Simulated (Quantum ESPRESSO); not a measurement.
# Voltage at the next charge: Pt(111), 5 layers against an electrode

How the rows were computed: Quantum ESPRESSO 7.5, PBE, GBRV ultrasoft; ESM with bc3, a metal electrode 6.93 Å above the top atoms; cell area 6.654 Å²; ions fixed. V is the potential energy of an electron at the electrode over the slab's Fermi level, divided by e, so that it equals the work function at zero charge; positive charge removes electrons.

| charge (e a cell) | V (V) |
| --- | --- |
| 0 | 5.735 |
| 0.01 | 7.203 |
| 0.02 | 8.682 |

To predict: What is V at a charge of 0.0399 e, and what capacitance do the rows imply?

By hand: The last two rows give dV/dq = (8.682 − 7.203)/(0.02 − 0.01) = 147.9 V/e, so C = 1602/(6.654 × 147.9) = 1.63 µF/cm², an effective gap of 8.854/1.63 = 5.44 Å. At constant C, V = 8.682 + 147.9 × 0.0199 = 11.63 V.

**Check.** V = 11.650 V; the estimate misses by −0.03 V, 0.8 % of the step. Over the three intervals C goes 1.64, 1.63 and 1.61 µF/cm².

Caveats: Vacuum fills the gap; a dielectric or electrolyte would change C. The slab is thin.
